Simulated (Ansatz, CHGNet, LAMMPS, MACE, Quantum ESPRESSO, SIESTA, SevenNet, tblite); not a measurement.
**Running Li+ BF4- in dimethyl sulfoxide at 330 K (96 atoms) with SIESTA**

Aim: run Li+ BF4- in dimethyl sulfoxide at 330 K (96 atoms) in SIESTA and see how near its forces come to a plane-wave reference, and at what cost.

Program: SIESTA 5.4.2. Level of theory: the method is named at each step. Results are calculated unless marked as measured.

## (1) Set-up

The cell holds 96 atoms: 18 C, 9 S, 9 O, 54 H, 1 B, 4 F and 1 Li. Its edges and angles: a = 10.470 Å, b = 10.470 Å, c = 10.470 Å, α = 90.0°, β = 90.0°, γ = 90.0°. 9 dimethyl sulfoxide, 1 Li+, 1 BF4- placed at random, at 1.15 g/cm³; overlaps pushed apart, then 10 ps at 550 K with stiff harmonic cages for PF6 and BF4 with UFF radii; Joung-Cheatham ions (J. Phys. Chem. B 112, 9020 (2008)); MMFF94 bonds, angles, torsions, charges and radii (Halgren, J. Comput. Chem. 17, 490 (1996)) in harmonic and 12-6 forms; charges of ions scaled by 0.8. Snapshot after 30 ps at 330 K and fixed volume.

The yardstick, on the same geometry:

| Item | Value |
| --- | --- |
| method | Kohn-Sham DFT, PBE, PAW, plane waves (Ansatz 0.2.0); cutoff 420 eV, Γ point, fermi-dirac smearing of 0.05 eV; PAW set soft_2 |
| r.m.s. force component | 0.7783 eV/Å |
| longest force | 3.267 eV/Å |
| pressure | 2.537 GPa |
| gap (highest filled to lowest empty level) | 3.767 eV |
| SCF cycles | 10 |
| time | 19 s on 4 threads of Arm Neoverse N1, shared host |
| CPU time | 69 s |

## (2) PBE, DZP, shift 0.01 Ry, mesh 500 Ry

Method: Kohn-Sham DFT, PBE, PseudoDojo 0.4.1 norm-conserving pseudopotentials (converted to PSML), numerical atomic orbitals (DZP), diagonalisation.

The .psml files are PseudoDojo norm-conserving potentials that we converted to this format, checked against plane waves on the same files for H, C, O, Si, Ge and Ca alone.

The input, input.fdf:

```
SystemLabel cell
NumberOfAtoms 96
NumberOfSpecies 7
%block ChemicalSpeciesLabel
  1 6 C
  2 16 S
  3 8 O
  4 1 H
  5 5 B
  6 9 F
  7 3 Li
%endblock ChemicalSpeciesLabel
LatticeConstant 1.0 Ang
%block LatticeVectors
  10.46989 0.00000 0.00000
  0.00000 10.46989 0.00000
  0.00000 0.00000 10.46989
%endblock LatticeVectors
PAO.BasisSize DZP
PAO.EnergyShift 0.01 Ry
PAO.Polarization.NonPerturbative T
XC.Functional GGA
XC.Authors PBE
MeshCutoff 500 Ry
%block kgrid_Monkhorst_Pack
  1 0 0 0.0
  0 1 0 0.0
  0 0 1 0.0
%endblock kgrid_Monkhorst_Pack
SolutionMethod diagon
OccupationFunction FD
ElectronicTemperature 580 K
SCF.Mixer.Method Pulay
SCF.Mixer.Weight 0.15
SCF.Mixer.History 8
SCF.Mix Hamiltonian
MaxSCFIterations 300
SCF.DM.Tolerance 1e-04
SCF.H.Tolerance 1.0e-3 eV
WriteForces T
Write.HirshfeldPop T
Write.VoronoiPop T
Write.DM F
Write.H F
XML.Write F
AtomicCoordinatesFormat Fractional
%block AtomicCoordinatesAndAtomicSpecies
  0.06560 0.24936 0.73910 1
  0.91705 0.15904 0.77664 2
  0.94559 0.19591 0.95378 1
  0.81628 0.25305 0.72733 3
  0.09263 0.22379 0.64930 4
  0.04652 0.34991 0.74254 4
  0.14640 0.23515 0.79261 4
  0.00140 0.28269 0.95859 4
  0.00470 0.12481 0.00194 4
  0.85440 0.20824 0.00569 4
  0.46599 0.67287 0.16160 1
  0.53134 0.73990 0.30406 2
  0.41355 0.67572 0.41310 1
  0.66468 0.69056 0.32702 3
  0.36918 0.71628 0.15975 4
  0.51414 0.71015 0.07217 4
  0.47161 0.56987 0.16471 4
  0.31145 0.70862 0.39745 4
  0.44264 0.70574 0.50816 4
  0.41634 0.57328 0.39702 4
  0.88394 0.64292 0.64308 1
  0.72709 0.57814 0.60019 2
  0.78678 0.45329 0.50334 1
  0.65395 0.52073 0.71768 3
  0.87799 0.72398 0.70817 4
  0.93701 0.56362 0.68621 4
  0.92191 0.67609 0.55425 4
  0.70172 0.42322 0.45894 4
  0.82788 0.37832 0.56298 4
  0.84933 0.48238 0.43078 4
  0.16198 0.61260 0.88382 1
  0.22573 0.64361 0.72026 2
  0.37834 0.57502 0.76743 1
  0.15380 0.56524 0.62453 3
  0.05754 0.61123 0.88215 4
  0.19275 0.51790 0.91157 4
  0.18399 0.68413 0.95127 4
  0.37024 0.47434 0.79488 4
  0.42087 0.62313 0.84661 4
  0.44060 0.59064 0.68644 4
  0.26236 0.34771 0.41109 1
  0.29306 0.39042 0.24957 2
  0.21989 0.25625 0.16990 1
  0.22583 0.51245 0.22288 3
  0.16146 0.37076 0.43226 4
  0.27449 0.24765 0.42889 4
  0.32304 0.40552 0.47528 4
  0.26579 0.23326 0.08095 4
  0.11870 0.27945 0.15271 4
  0.23947 0.17685 0.23281 4
  0.10715 0.97698 0.46612 1
  0.00853 0.06672 0.35691 2
  0.86605 0.97559 0.38502 1
  0.99364 0.19677 0.40708 3
  0.06919 0.98709 0.56136 4
  0.10674 0.88287 0.41840 4
[... 36 atom lines left out ...]
  0.21876 0.95547 0.04467 6
  0.31389 0.10569 0.89160 6
  0.37495 0.89284 0.89066 6
  0.72731 0.38408 0.83763 7
%endblock AtomicCoordinatesAndAtomicSpecies
```

Run with:

```bash
OMP_NUM_THREADS=1 mpirun -np 2 siesta < input.fdf > output.txt
```

What it wrote:

```text
Version         : 5.4.2
reinit: System Name:
reinit: System Label: cell
initatom: Reading input for the pseudopotentials and atomic orbitals ----------
Species number:   1 Atomic number:    6 Label: C
Species number:   2 Atomic number:   16 Label: S
Species number:   3 Atomic number:    8 Label: O
Species number:   4 Atomic number:    1 Label: H
Species number:   5 Atomic number:    5 Label: B
Species number:   6 Atomic number:    9 Label: F
Species number:   7 Atomic number:    3 Label: Li
Ground state valence configuration (from tables):   2s02  2p02  3d00  4f00
Ground state valence configuration (from tables):   3s02  3p04  3d00  4f00
Ground state valence configuration (from tables):   2s02  2p04  3d00  4f00
Ground state valence configuration (from tables):   1s01  2p00  3d00  4f00
Ground state valence configuration (from tables):   2s02  2p01  3d00  4f00
Ground state valence configuration (from tables):   2s02  2p05  3d00  4f00
Ground state valence configuration (from tables):   2s01  2p00  3d00  4f00
---- Processing specs for species: C
GGA--PBE XC_GGA_X_PBE--XC_GGA_C_PBE pb
---- Processing specs for species: S
GGA--PBE XC_GGA_X_PBE--XC_GGA_C_PBE pb
---- Processing specs for species: O
GGA--PBE XC_GGA_X_PBE--XC_GGA_C_PBE pb
---- Processing specs for species: H
GGA--PBE XC_GGA_X_PBE--XC_GGA_C_PBE pb
---- Processing specs for species: B
GGA--PBE XC_GGA_X_PBE--XC_GGA_C_PBE pb
---- Processing specs for species: F
GGA--PBE XC_GGA_X_PBE--XC_GGA_C_PBE pb
---- Processing specs for species: Li
GGA--PBE XC_GGA_X_PBE--XC_GGA_C_PBE pb
Semicore shell(s) with  2 electrons included in the valence for Li
Semicore shell(s): 1s
C pseudopotential only contains V_ls up to l=1 -- lmxkb reset.
S pseudopotential only contains V_ls up to l=2 -- lmxkb reset.
O pseudopotential only contains V_ls up to l=2 -- lmxkb reset.
H pseudopotential only contains V_ls up to l=1 -- lmxkb reset.
B pseudopotential only contains V_ls up to l=1 -- lmxkb reset.
[... lines left out ...]
Total number of electrons:   268.000000
[... lines left out ...]
Gamma-point calculation with multiply-connected orbital pairs
Gamma-point calculation with multiply-connected orbital pairs
Folding of H and S implicitly performed
Folding of H and S implicitly performed
new_DM -- step:     1
Initializing Density Matrix...
Attempting to read DM from file... Failed...
DM filled with atomic data:
InitMesh: MESH = 144 x 144 x 144 = 2985984
InitMesh: Mesh cutoff (required, used) =   500.000   522.809 Ry
stepf: Fermi-Dirac step function
        iscf     Eharris(eV)        E_KS(eV)     FreeEng(eV)     dDmax    Ef(eV) dHmax(eV)
   scf:    1   -13407.684604   -13453.226419   -13453.226419  1.939838 -4.204811  7.944628
   scf:    2   -13506.097716   -13482.038689   -13482.038689  0.069484 -3.451760  4.403017
   scf:    3   -13503.401000   -13498.144375   -13498.144375  0.109549 -3.926883  1.649516
[...]
scf:   11   -13498.917540   -13498.917539   -13498.917539  0.000285 -3.638208  0.003102
   scf:   12   -13498.917542   -13498.917541   -13498.917541  0.000069 -3.638260  0.000668
SCF Convergence by DM+H criterion
max |DM_out - DM_in|         :     0.0000689143
max |H_out - H_in|      (eV) :     0.0006683384
SCF cycle converged after 12 iterations
Using DM_out to compute the final energy and forces
siesta: E_KS(eV) =           -13498.9175
siesta: E_KS - E_eggbox =    -13498.9175
siesta: Atomic forces (eV/Ang):
     1   -2.569701   -0.028456    0.597794
     2    2.723921    0.119267    1.852783
     3   -0.737039   -0.557766   -0.252192
[...]
95    2.115726   -1.322746    0.599217
    96    0.034433    0.210865   -1.001377
----------------------------------------
   Tot    0.003406    0.001858    0.006915
----------------------------------------
   Max    4.794470
   Res    1.232599    sqrt( Sum f_i^2 / 3N )
----------------------------------------
   Max    4.794470    constrained
Stress tensor Voigt[x,y,z,yz,xz,xy] (kbar):      -53.16      -61.26      -51.67       -4.56       -1.72        0.95
(Free)E + p*V (eV/cell)   -13459.2603
Target enthalpy (eV/cell)   -13498.9175
siesta: Program's energy decomposition (eV):
siesta: Ebs     =     -3613.676311
siesta: Eions   =     22228.093477
siesta: Ena     =      5331.268541
siesta: Ekin    =      8524.072830
siesta: Enl     =      -922.207966
siesta: DEna    =      -170.254713
siesta: DUscf   =        31.094124
siesta: Ex      =     -3761.687733
siesta: Ec      =      -303.109146
siesta: Exc     =     -4064.796880
siesta: Eharris =    -13498.917542
siesta: Etot    =    -13498.917541
siesta: FreeEng =    -13498.917541
siesta: Final energy (eV):
siesta:  Band Struct. =   -3613.676311
siesta:       Kinetic =    8524.072830
siesta:       Hartree =    7062.174698
siesta:         Exch. =   -3761.687733
siesta:         Corr. =    -303.109146
siesta:   Exch.-corr. =   -4064.796880
siesta:  Ion-electron =  -21767.931299
siesta:       Ion-ion =   -3252.436889
siesta:         Total =  -13498.917541
siesta:         Fermi =      -3.638260
siesta: Stress tensor (static) (eV/Ang**3):
siesta:    -0.033180    0.000595   -0.001071
siesta:     0.000595   -0.038234   -0.002846
siesta:    -0.001071   -0.002846   -0.032248
siesta: Cell volume =       1147.694648 Ang**3
siesta: Pressure (static):
siesta:                Solid            Molecule  Units
siesta:           0.00037634          0.00048128  Ry/Bohr**3
siesta:           0.03455386          0.04418888  eV/Ang**3
siesta:          55.36138044         70.79839725  kBar
    Orbital volume contribution        =          28.409191 eV
    (Free)E + p_basis*V_orbitals       =      -13470.508350 eV
    (Free)Eharris+ p_basis*V_orbitals  =      -13470.508351 eV
Hirshfeld Atomic Populations:
Atom #   charge [q] valence [e]  Species
     1    -0.094435    4.094435  C
     2     0.372788    5.627212  S
     3    -0.081491    4.081491  C
     4    -0.228406    6.228406  O
     5     0.023716    0.976284  H
     6     0.034961    0.965039  H
     7     0.030155    0.969845  H
[...]
11    -0.087890    4.087890  C
    12     0.271771    5.728229  S
[...]
14    -0.317939    6.317939  O
[...]
22     0.333404    5.666596  S
[...]
24    -0.250511    6.250511  O
[...]
91     0.091899    2.908101  B
    92    -0.216240    7.216240  F
    93    -0.201721    7.201721  F
    94    -0.197015    7.197015  F
[...]
96     0.037972    2.962028  Li
--------------------
 Total     0.000007
Voronoi Atomic Populations:
Atom #   charge [q] valence [e]  Species
[...]
72     0.329687    5.670313  S
[...]
74    -0.348393    6.348393  O
[...]
81    -0.042534    4.042534  C
    82     0.355792    5.644208  S
    83    -0.047937    4.047937  C
    84    -0.269244    6.269244  O
[...]
89     0.007776    0.992224  H
    90     0.014910    0.985090  H
    91     0.182776    2.817224  B
[...]
94    -0.232974    7.232974  F
    95    -0.210013    7.210013  F
    96    -0.057043    3.057043  Li
--------------------
 Total     0.000007
```

The job ended after 2.9 min (2 MPI ranks of Arm Neoverse N1, shared host; peak memory 1.7 GiB; 5.9 min of CPU time).

Banners, paths, timers and routine set-up lines are dropped from the logs unmarked, and long logs keep their key lines alone; longer cuts are marked.

Compared with the plane-wave run:

```
r.m.s. force component                           : 1.233 eV/Å
r.m.s. difference of force components            : 713.7 meV/Å
longest difference of force vectors              : 3174 meV/Å
force difference over r.m.s. force               : 91.7 %
slope of forces against the reference's          : 1.333
correlation of force components                  : 0.842
gap (highest filled to lowest empty level) : 3.867 eV
gap difference                                   : 0.0999 eV
pressure                                         : 5.536 GPa
pressure difference                              : 2.999 GPa
```

This run lies far from the reference in forces at the same functional.

Length of the force difference by element (eV/Å):

```csv
element,atoms,mean,most
B,1,0.57,0.57
C,18,0.24,0.52
F,4,0.98,1.2
H,54,0.63,0.88
Li,1,0.078,0.078
O,9,2.7,3.2
S,9,2.4,2.7
```

Levels nearest the highest filled one (eV from it): -1.60, -1.48, -1.34, -1.14, -0.91, -0.72, -0.46, -0.37, -0.23, -0.16, -0.08, 0.00, 3.87, 4.16, 4.29, 4.40, 4.51, 4.58, 4.66, 4.71, 4.80, 4.85, 4.91, 5.00.

A closer look about O54, which bears the longest force: 9 atoms, nearest first, numbered in the order of the input, with positions taken from that point.

```
atom      x      y      z  distance (Å)  bonds  Hirshfeld charge (e)     Fx     Fy  Fz (eV/Å)
 O54   0.00   0.00   0.00          0.00      1                 -0.28  -0.70   4.79       1.90
 S52   0.16  -1.36  -0.53          1.47      3                  0.29   1.17  -3.10      -2.87
 H45   1.76   1.82   0.26          2.54      1                  0.03  -0.32   0.17       0.13
 C51   1.19  -2.30   0.62          2.66      4                 -0.08  -0.45  -0.28      -1.28
 C53  -1.34  -2.32  -0.23          2.68      4                 -0.09   1.33  -0.01      -1.59
  H5   1.04   0.28   2.54          2.75      1                  0.02   0.73  -0.84      -3.99
 H60  -1.46  -2.28   0.81          2.82      1                  0.03  -0.72  -0.64       2.26
 H55   0.79  -2.20   1.62          2.84      1                  0.04  -0.27  -0.47       1.30
 H59  -2.14  -1.83  -0.75          2.91      1                  0.03  -1.11   0.57      -0.64
```

Forces lie 92 % from the reference's, at 5.2 times its CPU time (on 2 against 4 cores).

## (3) PBE, TZP, shift 0.01 Ry, mesh 500 Ry

Method: Kohn-Sham DFT, PBE, PseudoDojo 0.4.1 norm-conserving pseudopotentials (converted to PSML), numerical atomic orbitals (TZP), diagonalisation.

Changes to input.fdf since step 2:

```diff
@@ -18,3 +18,3 @@
 %endblock LatticeVectors
-PAO.BasisSize DZP
+PAO.BasisSize TZP
 PAO.EnergyShift 0.01 Ry
```

What it wrote:

```text
Version         : 5.4.2
reinit: System Name:
reinit: System Label: cell
initatom: Reading input for the pseudopotentials and atomic orbitals ----------
Species number:   1 Atomic number:    6 Label: C
Species number:   2 Atomic number:   16 Label: S
Species number:   3 Atomic number:    8 Label: O
Species number:   4 Atomic number:    1 Label: H
Species number:   5 Atomic number:    5 Label: B
Species number:   6 Atomic number:    9 Label: F
Species number:   7 Atomic number:    3 Label: Li
Ground state valence configuration (from tables):   2s02  2p02  3d00  4f00
[... lines left out ...]
SCF Convergence by DM+H criterion
[... lines left out ...]
SCF cycle converged after 12 iterations
[... lines left out ...]
   Max    4.319155
[... lines left out ...]
   Max    4.319155    constrained
Stress tensor Voigt[x,y,z,yz,xz,xy] (kbar):      -48.63      -56.58      -46.75       -4.57       -1.32        0.32
[... lines left out ...]
siesta: FreeEng =    -13502.702594
[... lines left out ...]
siesta:         Fermi =      -3.048516
[... lines left out ...]
siesta:          50.65408113         63.94878761  kBar
[... lines left out ...]
Atom #   charge [q] valence [e]  Species
     1    -0.095296    4.095296  C
     2     0.376436    5.623564  S
     3    -0.082583    4.082583  C
     4    -0.239279    6.239279  O
     5     0.024677    0.975323  H
     6     0.036660    0.963340  H
     7     0.030973    0.969027  H
[...]
11    -0.088591    4.088591  C
    12     0.276606    5.723394  S
[...]
14    -0.324227    6.324227  O
[...]
22     0.336543    5.663457  S
[...]
24    -0.259978    6.259978  O
[...]
91     0.109574    2.890426  B
    92    -0.219433    7.219433  F
    93    -0.205132    7.205132  F
    94    -0.201538    7.201538  F
[...]
96     0.054355    2.945645  Li
--------------------
 Total     0.000010
Voronoi Atomic Populations:
Atom #   charge [q] valence [e]  Species
[...]
72     0.332296    5.667704  S
[...]
74    -0.356520    6.356520  O
[...]
81    -0.044312    4.044312  C
    82     0.359926    5.640074  S
    83    -0.049080    4.049080  C
    84    -0.279543    6.279543  O
[...]
89     0.008703    0.991297  H
    90     0.014648    0.985352  H
    91     0.192237    2.807763  B
[...]
94    -0.234811    7.234811  F
    95    -0.210273    7.210273  F
    96    -0.044831    3.044831  Li
--------------------
 Total     0.000010
```

Wall time 3.9 min (2 MPI ranks); peak memory 1.9 GiB.

Numbers from this run, and their distance from the reference:

* r.m.s. force component: 1.165 eV/Å
* r.m.s. difference of force components: 619.1 meV/Å
* longest difference of force vectors: 2667 meV/Å
* force difference over r.m.s. force: 79.55 %
* slope of forces against the reference's: 1.304
* correlation of force components: 0.871
* gap (highest filled to lowest empty level): 3.851 eV
* gap difference: 0.0841 eV
* pressure: 5.065 GPa
* pressure difference: 2.528 GPa

This run lies far from the reference in forces at the same functional.

Against the first run (92 %), the force difference from the reference is 80 %, at 1.3 times the CPU time, with 1028 basis functions against 809: the larger basis brings the forces nearer.

## (4) PBE, SZ, shift 0.01 Ry, mesh 500 Ry

Method: Kohn-Sham DFT, PBE, PseudoDojo 0.4.1 norm-conserving pseudopotentials (converted to PSML), numerical atomic orbitals (SZ), diagonalisation.

Changes to input.fdf since step 3:

```diff
@@ -18,3 +18,3 @@
 %endblock LatticeVectors
-PAO.BasisSize TZP
+PAO.BasisSize SZ
 PAO.EnergyShift 0.01 Ry
```

Run with:

```bash
OMP_NUM_THREADS=1 siesta < input.fdf > output.txt
```

What it wrote:

```text
Version         : 5.4.2
reinit: System Name:
reinit: System Label: cell
initatom: Reading input for the pseudopotentials and atomic orbitals ----------
Species number:   1 Atomic number:    6 Label: C
Species number:   2 Atomic number:   16 Label: S
Species number:   3 Atomic number:    8 Label: O
Species number:   4 Atomic number:    1 Label: H
[... lines left out ...]
SCF Convergence by DM+H criterion
[... lines left out ...]
SCF cycle converged after 15 iterations
[... lines left out ...]
   Max   13.421945
[... lines left out ...]
   Max   13.421945    constrained
Stress tensor Voigt[x,y,z,yz,xz,xy] (kbar):     -249.97     -268.37     -268.59       -8.09      -14.80        9.45
[... lines left out ...]
siesta: FreeEng =    -13376.588772
[... lines left out ...]
siesta:         Fermi =      -2.740984
[... lines left out ...]
siesta:         262.30907266        332.63172834  kBar
[... lines left out ...]
    22     0.406985    5.593015  S
[...]
24    -0.285732    6.285732  O
[...]
91     0.201633    2.798367  B
    92    -0.281669    7.281669  F
    93    -0.268771    7.268771  F
    94    -0.280511    7.280511  F
[...]
96     0.112129    2.887871  Li
--------------------
 Total    -0.000003
Voronoi Atomic Populations:
Atom #   charge [q] valence [e]  Species
[...]
72     0.421105    5.578895  S
[...]
74    -0.341469    6.341469  O
[...]
81    -0.033589    4.033589  C
    82     0.461197    5.538803  S
    83    -0.048497    4.048497  C
    84    -0.295395    6.295395  O
[...]
89    -0.000013    1.000013  H
    90    -0.000686    1.000686  H
    91     0.303960    2.696040  B
[...]
94    -0.306328    7.306328  F
    95    -0.280573    7.280573  F
    96     0.079635    2.920365  Li
--------------------
 Total    -0.000003
```

Wall time 2.3 min (1 thread); peak memory 0.72 GiB.

Compared with the plane-wave run:

* r.m.s. force component: 3.425 eV/Å
* r.m.s. difference of force components: 3073 meV/Å
* longest difference of force vectors: 12460 meV/Å
* force difference over r.m.s. force: 394.8 %
* slope of forces against the reference's: 2.391
* correlation of force components: 0.5432
* gap (highest filled to lowest empty level): 2.525 eV
* gap difference: -1.242 eV
* pressure: 26.23 GPa
* pressure difference: 23.69 GPa

This is a coarse setting, run to see what it loses.

Against the first run (92 %), the force difference from the reference is 395 %, at 0.39 times the CPU time (on 1 against 2 cores), with 220 basis functions against 809: the smaller basis costs accuracy.

(Continued in part 2 of 2.)

[Also dropped from logs without a mark: logging warnings of Python, and SIESTA's first energy breakdown and zero terms.]

[Logs are printed without paths, hosts, clocks, repeated set-up lines and the standing remarks that a program may print on its own settings, such as how far it seeks lower states.]

[Hosts, paths, dates, database ids (printed as entryN), source tags and the programs' standing remarks are cut or masked in the printed files.]

[The MMFF94 radii named for the starting cell were scaled by 0.96; in molecules described by MMFF94, hydrogen bound to N, O or S took a small fixed 12-6 site in their place.]
